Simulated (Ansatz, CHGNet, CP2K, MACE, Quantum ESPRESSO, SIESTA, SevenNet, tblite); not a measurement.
# SIESTA runs on Na+ TFSI- in propylene carbonate and ethylene carbonate at 330 K (114 atoms)

Wanted: SIESTA inputs and outputs for Na+ TFSI- in propylene carbonate and ethylene carbonate at 330 K (114 atoms), checked against a plane-wave reference.

Method: the method is named at each step, in SIESTA 5.4.2.

**1. Set-up**

The cell holds 114 atoms: 2 N, 4 S, 29 O, 29 C, 12 F, 36 H and 2 Na. Cell: a = 11.218 Å, b = 11.218 Å, c = 11.218 Å, α = 90.0°, β = 90.0°, γ = 90.0°. 4 propylene carbonate, 3 ethylene carbonate, 2 Na+, 2 TFSI- placed at random, at 1.5 g/cm³; overlaps pushed apart, then 10 ps at 550 K with Joung-Cheatham ions (J. Phys. Chem. B 112, 9020 (2008)); MMFF94 bonds, angles, torsions, charges and radii (Halgren, J. Comput. Chem. 17, 490 (1996)) in harmonic and 12-6 forms; charges of ions scaled by 0.8. Snapshot after 30 ps at 330 K and fixed volume. Then every atom was moved at random, 0.05 Å r.m.s. a Cartesian component (hydrogen 0.6 of that).

The yardstick, on the same geometry:

* method: Kohn-Sham DFT, PBE, SSSP efficiency 1.3.0 pseudopotentials, plane waves (Quantum ESPRESSO 7.5); sssp-pbe-1.3.0-efficiency, cutoffs 60/480 Ry, Γ point
* r.m.s. force component: 3.083 eV/Å
* longest force: 18.82 eV/Å
* pressure: 6.287 GPa
* gap (highest filled to lowest empty level): 3.766 eV
* time: 2.8 min on 4 MPI ranks of Arm Neoverse V2, shared host
* CPU time: 11 min

**2. PBE, DZP, shift 0.01 Ry, mesh 500 Ry**

Method: Kohn-Sham DFT, PBE, PseudoDojo 0.4.1 norm-conserving pseudopotentials (converted to PSML), numerical atomic orbitals (DZP), diagonalisation.

The .psml files are PseudoDojo norm-conserving potentials that we converted to this format, checked against plane waves on the same files for H, C, O, Si, Ge and Ca alone.

File input.fdf:

```
SystemLabel cell
NumberOfAtoms 114
NumberOfSpecies 7
%block ChemicalSpeciesLabel
  1 7 N
  2 16 S
  3 8 O
  4 6 C
  5 9 F
  6 1 H
  7 11 Na
%endblock ChemicalSpeciesLabel
LatticeConstant 1.0 Ang
%block LatticeVectors
  11.21847 0.00000 0.00000
  0.00000 11.21847 0.00000
  0.00000 0.00000 11.21847
%endblock LatticeVectors
PAO.BasisSize DZP
PAO.EnergyShift 0.01 Ry
XC.Functional GGA
XC.Authors PBE
MeshCutoff 500 Ry
%block kgrid_Monkhorst_Pack
  1 0 0 0.0
  0 1 0 0.0
  0 0 1 0.0
%endblock kgrid_Monkhorst_Pack
SolutionMethod diagon
OccupationFunction FD
ElectronicTemperature 580 K
SCF.Mixer.Method Pulay
SCF.Mixer.Weight 0.15
SCF.Mixer.History 8
SCF.Mix Hamiltonian
MaxSCFIterations 300
SCF.DM.Tolerance 1e-04
SCF.H.Tolerance 1.0e-3 eV
WriteForces T
Write.HirshfeldPop T
Write.VoronoiPop T
Write.DM F
Write.H F
XML.Write F
AtomicCoordinatesFormat Fractional
%block AtomicCoordinatesAndAtomicSpecies
  0.45818 0.52832 0.44128 1
  0.55290 0.59488 0.34800 2
  0.66140 0.59671 0.39742 3
  0.50799 0.68966 0.28813 3
  0.54940 0.47617 0.23739 4
  0.46167 0.40795 0.25158 5
  0.52748 0.51214 0.12485 5
  0.65197 0.41534 0.23012 5
  0.54263 0.44494 0.52482 2
  0.63212 0.39160 0.47942 3
  0.46655 0.37212 0.59680 3
  0.59548 0.55994 0.63111 4
  0.52539 0.66672 0.61929 5
  0.71268 0.58381 0.61571 5
  0.60530 0.51697 0.74992 5
  0.76892 0.05632 0.67292 1
  0.88388 0.95778 0.70701 2
  0.89801 0.85210 0.64766 3
  0.90127 0.93450 0.83201 3
  0.00633 0.06955 0.67861 4
  0.01235 0.07278 0.54677 5
  0.00009 0.17863 0.70710 5
  0.11574 0.02312 0.69723 5
  0.66336 0.96694 0.66919 2
  0.65997 0.87987 0.57108 3
  0.56052 0.03852 0.66813 3
  0.65176 0.87548 0.81142 4
  0.54483 0.83178 0.83079 5
  0.68385 0.93697 0.90888 5
  0.70983 0.77945 0.81252 5
  0.00417 0.40085 0.44955 4
  0.13745 0.41338 0.39258 4
  0.13121 0.32326 0.29268 4
  0.15872 0.20978 0.35659 3
  0.22519 0.23770 0.45585 4
  0.28022 0.16807 0.51876 3
  0.21647 0.36590 0.47998 3
  0.93172 0.44608 0.39556 6
  0.99134 0.31215 0.47835 6
  0.01721 0.46235 0.53484 6
  0.16512 0.49963 0.36964 6
  0.05199 0.31762 0.25206 6
  0.20513 0.32982 0.23404 6
  0.33343 0.89947 0.55951 4
  0.26907 0.81628 0.47799 4
  0.25569 0.85151 0.36145 4
  0.14490 0.77080 0.33286 3
  0.08919 0.73959 0.43719 4
  0.99990 0.70457 0.44796 3
  0.16012 0.79119 0.52626 3
  0.41447 0.93309 0.50762 6
  0.26527 0.97948 0.55988 6
  0.34110 0.87046 0.65341 6
  0.32556 0.72507 0.47635 6
  0.21663 0.93327 0.35549 6
  0.31028 0.83271 0.29704 6
[... 54 atom lines left out ...]
  0.69377 0.22547 0.05940 6
  0.73816 0.16859 0.92564 6
  0.79243 0.75379 0.49499 7
  0.42241 0.17981 0.68145 7
%endblock AtomicCoordinatesAndAtomicSpecies
```

Started as:

```
$ OMP_NUM_THREADS=1 mpirun -np 2 siesta < input.fdf > output.txt
```

The log of the run:

```text
Version         : 5.4.2
reinit: System Name:
reinit: System Label: cell
initatom: Reading input for the pseudopotentials and atomic orbitals ----------
Species number:   1 Atomic number:    7 Label: N
Species number:   2 Atomic number:   16 Label: S
Species number:   3 Atomic number:    8 Label: O
Species number:   4 Atomic number:    6 Label: C
Species number:   5 Atomic number:    9 Label: F
Species number:   6 Atomic number:    1 Label: H
Species number:   7 Atomic number:   11 Label: Na
Ground state valence configuration (from tables):   2s02  2p03  3d00  4f00
Ground state valence configuration (from tables):   3s02  3p04  3d00  4f00
Ground state valence configuration (from tables):   2s02  2p04  3d00  4f00
Ground state valence configuration (from tables):   2s02  2p02  3d00  4f00
Ground state valence configuration (from tables):   2s02  2p05  3d00  4f00
Ground state valence configuration (from tables):   1s01  2p00  3d00  4f00
Ground state valence configuration (from tables):   3s01  3p00  3d00  4f00
---- Processing specs for species: N
GGA--PBE XC_GGA_X_PBE--XC_GGA_C_PBE pb
---- Processing specs for species: S
GGA--PBE XC_GGA_X_PBE--XC_GGA_C_PBE pb
---- Processing specs for species: O
GGA--PBE XC_GGA_X_PBE--XC_GGA_C_PBE pb
---- Processing specs for species: C
GGA--PBE XC_GGA_X_PBE--XC_GGA_C_PBE pb
---- Processing specs for species: F
GGA--PBE XC_GGA_X_PBE--XC_GGA_C_PBE pb
---- Processing specs for species: H
GGA--PBE XC_GGA_X_PBE--XC_GGA_C_PBE pb
---- Processing specs for species: Na
GGA--PBE XC_GGA_X_PBE--XC_GGA_C_PBE pb
Semicore shell(s) with  8 electrons included in the valence for Na
Semicore shell(s): 2s 2p
Fallback to non-perturbative polarization scheme for Na
Please see the manual if this is not desired in principle
N pseudopotential only contains V_ls up to l=1 -- lmxkb reset.
S pseudopotential only contains V_ls up to l=2 -- lmxkb reset.
O pseudopotential only contains V_ls up to l=2 -- lmxkb reset.
[... lines left out ...]
Total number of electrons:   462.000000
[... lines left out ...]
Folding of H and S implicitly performed
new_DM -- step:     1
Initializing Density Matrix...
Attempting to read DM from file... Failed...
DM filled with atomic data:
InitMesh: MESH = 160 x 160 x 160 = 4096000
InitMesh: Mesh cutoff (required, used) =   500.000   562.179 Ry
stepf: Fermi-Dirac step function
        iscf     Eharris(eV)        E_KS(eV)     FreeEng(eV)     dDmax    Ef(eV) dHmax(eV)
   scf:    1   -30415.585056   -30568.085299   -30568.085299  1.935636 -4.310505  9.336445
   scf:    2   -30626.104543   -30600.172123   -30600.172123  0.088374 -4.382792  5.341832
   scf:    3   -30617.604819   -30615.136178   -30615.136178  0.136046 -4.661496  2.358343
[...]
scf:   13   -30616.289439   -30616.289438   -30616.289438  0.000075 -3.909550  0.001131
   scf:   14   -30616.289439   -30616.289438   -30616.289438  0.000054 -3.909207  0.000588
SCF Convergence by DM+H criterion
max |DM_out - DM_in|         :     0.0000540913
max |H_out - H_in|      (eV) :     0.0005884971
SCF cycle converged after 14 iterations
Using DM_out to compute the final energy and forces
siesta: E_KS(eV) =           -30616.2894
siesta: E_KS - E_eggbox =    -30616.2894
siesta: Atomic forces (eV/Ang):
     1    0.880103    0.475518   -0.317965
     2   -7.642161   -7.036904    0.028214
     3   10.864698    1.434689    3.664620
[...]
113    0.066619   -0.525329    0.070340
   114   -0.397055    0.389070    0.258937
----------------------------------------
   Tot    0.022362    0.023231   -0.018657
----------------------------------------
   Max   15.814139
   Res    3.323740    sqrt( Sum f_i^2 / 3N )
----------------------------------------
   Max   15.814139    constrained
Stress tensor Voigt[x,y,z,yz,xz,xy] (kbar):      -85.53      -64.53      -60.29        1.76        4.41       13.71
(Free)E + p*V (eV/cell)   -30554.5003
Target enthalpy (eV/cell)   -30616.2894
siesta: Program's energy decomposition (eV):
siesta: Ebs     =     -7234.006746
siesta: Eions   =     47488.369635
siesta: Ena     =      8561.124352
siesta: Ekin    =     20265.668228
siesta: Enl     =     -3837.868385
siesta: DEna    =      -100.091750
siesta: DUscf   =        34.470335
siesta: Ex      =     -7502.599858
siesta: Ec      =      -548.622725
siesta: Exc     =     -8051.222583
siesta: Eharris =    -30616.289439
siesta: Etot    =    -30616.289438
siesta: FreeEng =    -30616.289438
siesta: Final energy (eV):
siesta:  Band Struct. =   -7234.006746
siesta:       Kinetic =   20265.668228
siesta:       Hartree =   18646.127503
siesta:         Exch. =   -7502.599858
siesta:         Corr. =    -548.622725
siesta:   Exch.-corr. =   -8051.222583
siesta:  Ion-electron =  -55753.372305
siesta:       Ion-ion =   -5723.490282
siesta:         Total =  -30616.289438
siesta:         Fermi =      -3.909207
siesta: Stress tensor (static) (eV/Ang**3):
siesta:    -0.053385    0.008555    0.002751
siesta:     0.008555   -0.040275    0.001101
siesta:     0.002751    0.001101   -0.037630
siesta: Cell volume =       1411.890099 Ang**3
siesta: Pressure (static):
siesta:                Solid            Molecule  Units
siesta:           0.00047664          0.00048244  Ry/Bohr**3
siesta:           0.04376343          0.04429577  eV/Ang**3
siesta:          70.11674582         70.96965146  kBar
    Orbital volume contribution        =          31.933685 eV
    (Free)E + p_basis*V_orbitals       =      -30584.355754 eV
    (Free)Eharris+ p_basis*V_orbitals  =      -30584.355754 eV
Hirshfeld Atomic Populations:
Atom #   charge [q] valence [e]  Species
     1    -0.287829    5.287829  N
     2     0.373438    5.626562  S
     3    -0.198340    6.198340  O
     4    -0.210085    6.210085  O
     5     0.170384    3.829616  C
     6    -0.032933    7.032933  F
     7    -0.094930    7.094930  F
     8    -0.051627    7.051627  F
     9     0.367624    5.632376  S
    10    -0.183174    6.183174  O
[...]
12     0.193084    3.806916  C
[...]
16    -0.222560    5.222560  N
    17     0.382415    5.617585  S
[...]
20     0.196557    3.803443  C
[...]
38     0.029054    0.970946  H
    39     0.010761    0.989239  H
    40     0.005615    0.994385  H
[...]
113     0.200663    8.799337  Na
   114     0.243291    8.756709  Na
--------------------
 Total     0.000007
Voronoi Atomic Populations:
Atom #   charge [q] valence [e]  Species
     1    -0.356054    5.356054  N
[...]
16    -0.284757    5.284757  N
    17     0.503623    5.496377  S
[...]
24     0.487293    5.512707  S
[...]
29    -0.056877    7.056877  F
    30    -0.029644    7.029644  F
[...]
105    -0.028157    6.028157  O
   106     0.101840    3.898160  C
   107     0.062305    3.937695  C
   108    -0.116932    6.116932  O
[...]
111     0.008691    0.991309  H
   112    -0.002207    1.002207  H
   113     0.179154    8.820846  Na
   114     0.212723    8.787277  Na
--------------------
 Total     0.000007
```

Elapsed: 2.3 min, on 2 MPI ranks of Arm Neoverse V2, shared host; peak memory 2.1 GiB; 4.5 min of CPU time.

Banners, paths, timers and routine set-up lines are dropped from the logs unmarked, and long logs keep their key lines alone; longer cuts are marked.

Against the reference:

```
r.m.s. force component                           : 3.324 eV/Å
r.m.s. difference of force components            : 421 meV/Å
longest difference of force vectors              : 2188 meV/Å
force difference over r.m.s. force               : 13.65 %
slope of forces against the reference's          : 1.072
correlation of force components                  : 0.9942
gap (highest filled to lowest empty level) : 3.874 eV
gap difference                                   : 0.1081 eV
pressure                                         : 7.012 GPa
pressure difference                              : 0.725 GPa
```

Length of the force difference by element (eV/Å):

| element | atoms | mean | most |
| --- | --- | --- | --- |
| C | 29 | 0.55 | 1.9 |
| F | 12 | 0.28 | 0.43 |
| H | 36 | 0.70 | 1.3 |
| N | 2 | 0.65 | 0.72 |
| Na | 2 | 0.16 | 0.19 |
| O | 29 | 0.78 | 2.2 |
| S | 4 | 0.92 | 1.0 |

Levels nearest the highest filled one (eV from it): -0.87, -0.74, -0.69, -0.61, -0.57, -0.43, -0.40, -0.33, -0.13, -0.13, -0.05, 0.00, 3.87, 4.25, 4.63, 4.98, 5.09, 5.21, 5.32, 5.57, 5.74, 5.75, 5.83, 5.84.

Local excerpt of 10 atoms (numbers count through the whole input) about N16, one of the 2 N atoms; x, y, z are measured from there.

| atom | x | y | z | distance (Å) | Hirshfeld charge (e) | Fx | Fy | Fz (eV/Å) |
| --- | --- | --- | --- | --- | --- | --- | --- | --- |
| N16 | 0.00 | 0.00 | 0.00 | 0.00 | -0.22 | 3.28 | -1.46 | 0.88 |
| S24 | -1.18 | -1.00 | -0.04 | 1.55 | 0.36 | -0.71 | -2.20 | -1.32 |
| S17 | 1.29 | -1.11 | 0.38 | 1.74 | 0.38 | 1.04 | 7.43 | 3.90 |
| O26 | -2.34 | -0.20 | -0.05 | 2.35 | -0.22 | -3.90 | 2.47 | 0.35 |
| O25 | -1.22 | -1.98 | -1.14 | 2.59 | -0.24 | 0.33 | -0.65 | 0.46 |
| C20 | 2.66 | 0.15 | 0.06 | 2.67 | 0.20 | 1.50 | -2.76 | -5.37 |
| O19 | 1.48 | -1.37 | 1.78 | 2.69 | -0.26 | -0.16 | 0.96 | 2.42 |
| O18 | 1.45 | -2.29 | -0.28 | 2.73 | -0.17 | 0.65 | -5.78 | -5.51 |
| C27 | -1.31 | -2.03 | 1.55 | 2.87 | 0.19 | -1.26 | 1.78 | 0.29 |
| F22 | 2.59 | 1.37 | 0.38 | 2.96 | 0.02 | -0.66 | 2.49 | 1.96 |

Forces lie 14 % from the reference's, at 0.41 times its CPU time (on 2 against 4 cores).

**3. PBE, SZ, shift 0.01 Ry, mesh 500 Ry**

Method: Kohn-Sham DFT, PBE, PseudoDojo 0.4.1 norm-conserving pseudopotentials (converted to PSML), numerical atomic orbitals (SZ), diagonalisation.

input.fdf, as its differences from that of step 2:

```diff
@@ -18,3 +18,3 @@
 %endblock LatticeVectors
-PAO.BasisSize DZP
+PAO.BasisSize SZ
 PAO.EnergyShift 0.01 Ry
```

Started as:

```
$ OMP_NUM_THREADS=1 siesta < input.fdf > output.txt
```

The log of the run:

```text
Version         : 5.4.2
reinit: System Name:
reinit: System Label: cell
initatom: Reading input for the pseudopotentials and atomic orbitals ----------
Species number:   1 Atomic number:    7 Label: N
Species number:   2 Atomic number:   16 Label: S
Species number:   3 Atomic number:    8 Label: O
Species number:   4 Atomic number:    6 Label: C
Species number:   5 Atomic number:    9 Label: F
Species number:   6 Atomic number:    1 Label: H
Species number:   7 Atomic number:   11 Label: Na
Ground state valence configuration (from tables):   2s02  2p03  3d00  4f00
[... lines left out ...]
SCF Convergence by DM+H criterion
[... lines left out ...]
SCF cycle converged after 15 iterations
[... lines left out ...]
   Max   32.558639
[... lines left out ...]
   Max   32.558639    constrained
Stress tensor Voigt[x,y,z,yz,xz,xy] (kbar):     -417.59     -398.91     -341.43       28.78      -22.89       28.17
[... lines left out ...]
siesta: FreeEng =    -30393.268352
[... lines left out ...]
siesta:         Fermi =      -4.183522
[... lines left out ...]
siesta:         385.97869557        408.65050895  kBar
[... lines left out ...]
     4    -0.318958    6.318958  O
     5     0.207398    3.792602  C
     6    -0.086401    7.086401  F
     7    -0.130274    7.130274  F
     8    -0.110372    7.110372  F
     9     0.702545    5.297455  S
    10    -0.314191    6.314191  O
[...]
12     0.192298    3.807702  C
[...]
16    -0.356058    5.356058  N
    17     0.651470    5.348530  S
[...]
20     0.222546    3.777454  C
[...]
38     0.048558    0.951442  H
    39     0.022378    0.977622  H
    40     0.019103    0.980897  H
[...]
113     0.232467    8.767533  Na
   114     0.274293    8.725707  Na
--------------------
 Total     0.000002
Voronoi Atomic Populations:
Atom #   charge [q] valence [e]  Species
     1    -0.453468    5.453468  N
[...]
16    -0.377761    5.377761  N
    17     0.690892    5.309108  S
[...]
24     0.707935    5.292065  S
[...]
29    -0.116451    7.116451  F
    30    -0.090516    7.090516  F
[...]
105    -0.116400    6.116400  O
   106     0.113617    3.886383  C
   107     0.086041    3.913959  C
   108    -0.169053    6.169053  O
[...]
111     0.015999    0.984001  H
   112     0.002691    0.997309  H
   113     0.195503    8.804497  Na
   114     0.232794    8.767206  Na
--------------------
 Total     0.000002
```

Elapsed: 97 s, on 1 thread; peak memory 0.95 GiB.

Against the reference:

| Property | Result |
| --- | --- |
| r.m.s. force component | 6.408 eV/Å |
| r.m.s. difference of force components | 4250 meV/Å |
| longest difference of force vectors | 22490 meV/Å |
| force difference over r.m.s. force | 137.8 % |
| slope of forces against the reference's | 1.71 |
| correlation of force components | 0.8227 |
| gap (highest filled to lowest empty level) | 2.413 eV |
| gap difference | -1.353 eV |
| pressure | 38.6 GPa |
| pressure difference | 32.31 GPa |

This is a coarse setting, run to see what it loses.

Against the first run (14 %), the force difference from the reference is 138 %, at 0.36 times the CPU time (on 1 against 2 cores), with 350 basis functions against 1186: the smaller basis costs accuracy.

**4. PBE, SZ, shift 0.02 Ry, mesh 500 Ry**

Method: Kohn-Sham DFT, PBE, PseudoDojo 0.4.1 norm-conserving pseudopotentials (converted to PSML), numerical atomic orbitals (SZ), diagonalisation.

input.fdf, as its differences from that of step 3:

```diff
@@ -19,3 +19,3 @@
 PAO.BasisSize SZ
-PAO.EnergyShift 0.01 Ry
+PAO.EnergyShift 0.02 Ry
 XC.Functional GGA
```

The log of the run:

```text
Version         : 5.4.2
reinit: System Name:
reinit: System Label: cell
initatom: Reading input for the pseudopotentials and atomic orbitals ----------
Species number:   1 Atomic number:    7 Label: N
Species number:   2 Atomic number:   16 Label: S
Species number:   3 Atomic number:    8 Label: O
Species number:   4 Atomic number:    6 Label: C
[... lines left out ...]
SCF Convergence by DM+H criterion
[... lines left out ...]
SCF cycle converged after 16 iterations
[... lines left out ...]
   Max   31.951294
[... lines left out ...]
   Max   31.951294    constrained
Stress tensor Voigt[x,y,z,yz,xz,xy] (kbar):     -385.98     -365.89     -314.90       24.12      -21.41       24.04
[... lines left out ...]
siesta: FreeEng =    -30379.174843
[... lines left out ...]
siesta:         Fermi =      -2.984484
[... lines left out ...]
siesta:         355.59061748        378.51496935  kBar
[... lines left out ...]
    38     0.042094    0.957906  H
    39     0.019041    0.980959  H
    40     0.010755    0.989245  H
[...]
113     0.256312    8.743688  Na
   114     0.305372    8.694628  Na
--------------------
 Total    -0.000019
Voronoi Atomic Populations:
Atom #   charge [q] valence [e]  Species
     1    -0.458918    5.458918  N
[...]
16    -0.378139    5.378139  N
    17     0.679167    5.320833  S
[...]
24     0.695817    5.304183  S
[...]
29    -0.107377    7.107377  F
    30    -0.081912    7.081912  F
[...]
105    -0.098286    6.098286  O
   106     0.134063    3.865937  C
   107     0.107064    3.892936  C
   108    -0.159851    6.159851  O
[...]
111     0.002832    0.997168  H
   112    -0.007416    1.007416  H
   113     0.204451    8.795549  Na
   114     0.245203    8.754797  Na
--------------------
 Total    -0.000019
```

Wall time 89 s (1 thread); peak memory 0.85 GiB.

Compared with the plane-wave run:

| Property | Result |
| --- | --- |
| r.m.s. force component | 6.186 eV/Å |
| r.m.s. difference of force components | 3958 meV/Å |
| longest difference of force vectors | 21690 meV/Å |
| force difference over r.m.s. force | 128.4 % |
| slope of forces against the reference's | 1.689 |
| correlation of force components | 0.8418 |
| gap (highest filled to lowest empty level) | 2.27 eV |
| gap difference | -1.496 eV |
| pressure | 35.56 GPa |
| pressure difference | 29.27 GPa |

This is a coarse setting, run to see what it loses.

Against the first run (14 %), the force difference from the reference is 128 %, at 0.33 times the CPU time (on 1 against 2 cores).

(Part 1 of 2 ends here.)

[Also dropped from logs without a mark: logging warnings of Python, and SIESTA's first energy breakdown and zero terms.]

[Logs are printed without paths, hosts, clocks, repeated set-up lines and the standing remarks that a program may print on its own settings, such as how far it seeks lower states.]

[Hosts, paths, dates, database ids (printed as entryN), source tags and the programs' standing remarks are cut or masked in the printed files.]

[The MMFF94 radii named for the starting cell were scaled by 0.96; in molecules described by MMFF94, hydrogen bound to N, O or S took a small fixed 12-6 site in their place.]
